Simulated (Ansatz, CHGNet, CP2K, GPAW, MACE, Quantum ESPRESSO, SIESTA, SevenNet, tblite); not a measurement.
# Ge(100) slab, H on both faces (90 atoms): atom by atom

The starting structure: Diamond-structure Ge (a = 5.658 Å), (100) slab of 6 atomic planes, 3 x 3 surface cells, H on the broken bonds of both faces, 12 Å of vacuum; displaced by a Gaussian of 0.02 Å. Then every atom was moved at random, 0.03 Å r.m.s. a Cartesian component (hydrogen 0.6 of that).

Calculated values (SIESTA 5.4.2, Kohn-Sham DFT, PBE, PseudoDojo 0.4.1 norm-conserving pseudopotentials (converted to PSML), numerical atomic orbitals (TZP), diagonalisation; shift 0.01 Ry; mesh 300 Ry; levels smeared at 580 K; Γ point) for the built cell with every atom moved at random.

Cell vectors (Å):

```
12.002 0.000 0.000
0.000 12.002 0.000
0.000 0.000 20.839
```

Positions (Å):

```
1 Ge 1.999 2.071 6.889
2 Ge 0.049 2.032 8.295
3 Ge 12.002 4.012 9.740
4 Ge 2.094 0.015 11.138
5 Ge 2.015 2.003 12.490
6 Ge 0.065 2.037 13.970
7 Ge 2.037 5.984 6.872
8 Ge 11.978 5.969 8.322
9 Ge 0.050 8.011 9.750
10 Ge 1.963 4.054 11.145
11 Ge 2.018 5.997 12.525
12 Ge 0.080 6.007 13.923
13 Ge 1.994 9.968 6.889
14 Ge 0.046 9.974 8.256
15 Ge 0.086 11.965 9.736
16 Ge 2.046 7.966 11.073
17 Ge 2.044 10.041 12.517
18 Ge 0.026 10.009 13.960
19 Ge 6.004 2.058 6.892
20 Ge 3.932 2.035 8.323
21 Ge 4.039 4.013 9.699
22 Ge 6.022 0.026 11.109
23 Ge 6.016 1.985 12.524
24 Ge 4.116 1.968 13.935
25 Ge 5.986 6.014 6.894
26 Ge 4.054 5.998 8.287
27 Ge 4.031 7.994 9.605
28 Ge 5.957 3.981 11.107
29 Ge 6.074 5.979 12.518
30 Ge 4.016 5.971 13.974
31 Ge 5.995 10.044 6.857
32 Ge 4.064 9.947 8.306
33 Ge 4.014 0.006 9.706
34 Ge 6.017 7.984 11.158
35 Ge 6.060 10.014 12.539
36 Ge 4.043 10.053 13.987
37 Ge 9.960 1.990 6.865
38 Ge 7.991 2.030 8.257
39 Ge 7.965 4.012 9.780
40 Ge 10.010 11.964 11.170
41 Ge 10.079 1.991 12.512
42 Ge 8.032 1.991 14.019
43 Ge 10.003 6.017 6.870
44 Ge 7.952 6.048 8.294
45 Ge 8.066 8.030 9.730
46 Ge 10.045 4.013 11.139
47 Ge 10.017 5.987 12.565
48 Ge 8.064 5.985 13.921
49 Ge 10.023 9.918 6.879
50 Ge 7.979 10.011 8.275
51 Ge 8.024 11.982 9.745
52 Ge 10.003 7.991 11.123
53 Ge 10.009 10.048 12.545
54 Ge 8.038 9.979 13.906
55 H 1.978 0.767 6.036
56 H 1.995 3.268 6.049
57 H 0.006 0.694 14.899
58 H 0.010 3.303 14.851
59 H 2.048 7.216 6.080
60 H 2.011 4.737 6.086
61 H 0.060 4.797 14.802
62 H 0.019 7.223 14.859
63 H 2.005 11.255 5.968
64 H 2.014 8.708 5.991
65 H 0.016 8.752 14.819
66 H 0.010 11.244 14.868
67 H 6.031 0.790 6.013
68 H 6.036 3.203 6.033
69 H 4.055 0.737 14.906
70 H 4.019 3.215 14.808
71 H 6.010 4.754 6.057
72 H 6.020 7.259 5.983
73 H 4.015 4.748 14.834
74 H 4.092 7.241 14.810
75 H 6.059 8.733 6.023
76 H 6.041 11.260 6.016
77 H 4.114 8.821 14.840
78 H 4.029 11.273 14.840
79 H 9.981 0.724 5.998
80 H 9.998 3.279 5.981
81 H 8.071 0.758 14.891
82 H 8.064 3.259 14.875
83 H 9.990 7.235 5.998
84 H 10.028 4.734 5.983
85 H 8.080 4.753 14.872
86 H 7.996 7.257 14.809
87 H 10.072 11.287 5.974
88 H 10.044 8.786 6.023
89 H 8.011 11.262 14.816
90 H 8.023 8.753 14.820
```

**Question.** What force acts on each atom, and what charge does it carry?

Columns: atom, q, fx, fy, fz (forces in eV/Å, q the Hirshfeld charge in e).

```
1 0.13 -0.098 -1.589 0.325
2 0.01 -0.918 -0.508 0.225
3 0.00 -0.024 -0.159 -0.416
4 0.00 -0.612 -0.127 -0.153
5 0.01 0.703 0.311 0.814
6 0.12 -0.253 -1.103 0.552
7 0.12 -0.353 -0.211 1.787
8 0.00 0.501 0.607 -0.245
9 -0.01 -0.563 -0.301 -0.554
10 0.00 0.778 -0.574 -0.461
11 0.02 0.594 0.471 0.245
12 0.12 -0.736 0.650 -0.080
13 0.12 0.829 0.399 -0.593
14 0.01 -0.527 0.102 0.655
15 0.00 -0.528 0.254 -0.340
16 0.01 0.385 0.585 0.464
17 0.01 0.092 -0.726 0.370
18 0.12 0.017 0.081 -0.416
19 0.12 -0.607 -1.928 1.216
20 0.01 0.895 -0.272 -0.391
21 0.01 -1.048 0.204 0.220
22 0.00 -0.008 -0.404 0.063
23 0.01 0.890 0.173 0.215
24 0.11 -1.333 -0.304 0.273
25 0.12 0.342 0.267 -0.251
26 0.01 -0.626 -0.258 -0.198
27 0.01 0.311 -0.473 1.402
28 0.01 0.497 0.027 0.582
29 0.01 -0.708 -0.226 0.402
30 0.12 0.430 0.539 -0.891
31 0.13 0.290 -1.196 0.385
32 0.02 -0.742 1.185 -0.617
33 0.01 0.404 -0.234 -0.342
34 0.00 0.057 0.278 -0.634
35 0.01 -0.685 0.065 -0.063
36 0.12 0.068 -0.417 -1.133
37 0.12 0.741 0.494 0.078
38 0.00 0.092 -0.186 0.995
39 0.00 0.593 0.062 -0.834
40 0.01 0.556 0.684 -0.838
41 0.00 -0.514 0.078 0.710
42 0.12 0.308 0.347 -1.024
43 0.12 -0.347 -0.871 0.435
44 0.00 0.673 -0.426 0.277
45 -0.01 -0.958 -0.036 -0.291
46 0.00 -0.684 -0.157 -0.005
47 0.01 0.725 0.218 -0.256
48 0.12 -0.415 -0.044 0.800
49 0.12 -0.125 3.283 0.863
50 0.01 0.425 -0.033 0.123
51 0.00 0.082 0.525 -0.708
52 0.00 0.707 0.317 0.491
53 0.01 0.468 -1.070 0.183
54 0.12 -0.100 0.731 0.733
55 -0.07 0.048 0.426 0.083
56 -0.06 0.040 0.835 -0.902
57 -0.07 0.096 1.210 -0.579
58 -0.06 0.057 -0.317 -0.002
59 -0.07 -0.003 0.850 -0.873
60 -0.07 0.037 -0.565 -0.790
61 -0.07 0.045 -0.457 0.424
62 -0.07 0.066 -0.078 0.012
63 -0.07 0.022 -0.627 0.301
64 -0.07 -0.004 0.354 -0.024
65 -0.07 0.015 -0.030 0.152
66 -0.07 0.027 -0.030 0.117
67 -0.07 -0.055 0.231 -0.026
68 -0.07 -0.004 1.543 -1.289
69 -0.06 0.051 0.573 -0.302
70 -0.07 0.092 0.039 0.139
71 -0.07 0.015 -0.051 -0.295
72 -0.07 -0.074 -0.242 -0.046
73 -0.07 -0.035 -0.385 0.478
74 -0.07 -0.094 0.040 0.209
75 -0.07 -0.052 0.483 -0.005
76 -0.06 -0.053 0.640 -0.634
77 -0.07 -0.058 -0.423 0.422
78 -0.07 -0.015 0.450 0.542
79 -0.07 -0.009 0.063 -0.120
80 -0.07 -0.020 -0.505 0.072
81 -0.07 -0.051 -0.224 0.298
82 -0.07 -0.063 -0.085 0.128
83 -0.07 0.053 0.305 -0.444
84 -0.07 -0.019 0.465 0.108
85 -0.07 -0.036 0.379 -0.158
86 -0.07 0.034 -0.372 -0.108
87 -0.07 -0.031 -1.265 0.578
88 -0.07 0.009 -1.767 -1.495
89 -0.07 -0.008 -0.614 -0.220
90 -0.06 0.018 0.053 0.098
```

Only the Γ point is sampled, in a cell whose shortest periodic width is 12 Å.

The r.m.s. force component is 0.584 eV/Å; the longest force, 3.40 eV/Å, acts on Ge49.

[Logs are printed without paths, hosts, clocks, repeated set-up lines and the standing remarks that a program may print on its own settings, such as how far it seeks lower states.]

[Hosts, paths, dates, database ids (printed as entryN), source tags and the programs' standing remarks are cut or masked in the printed files.]
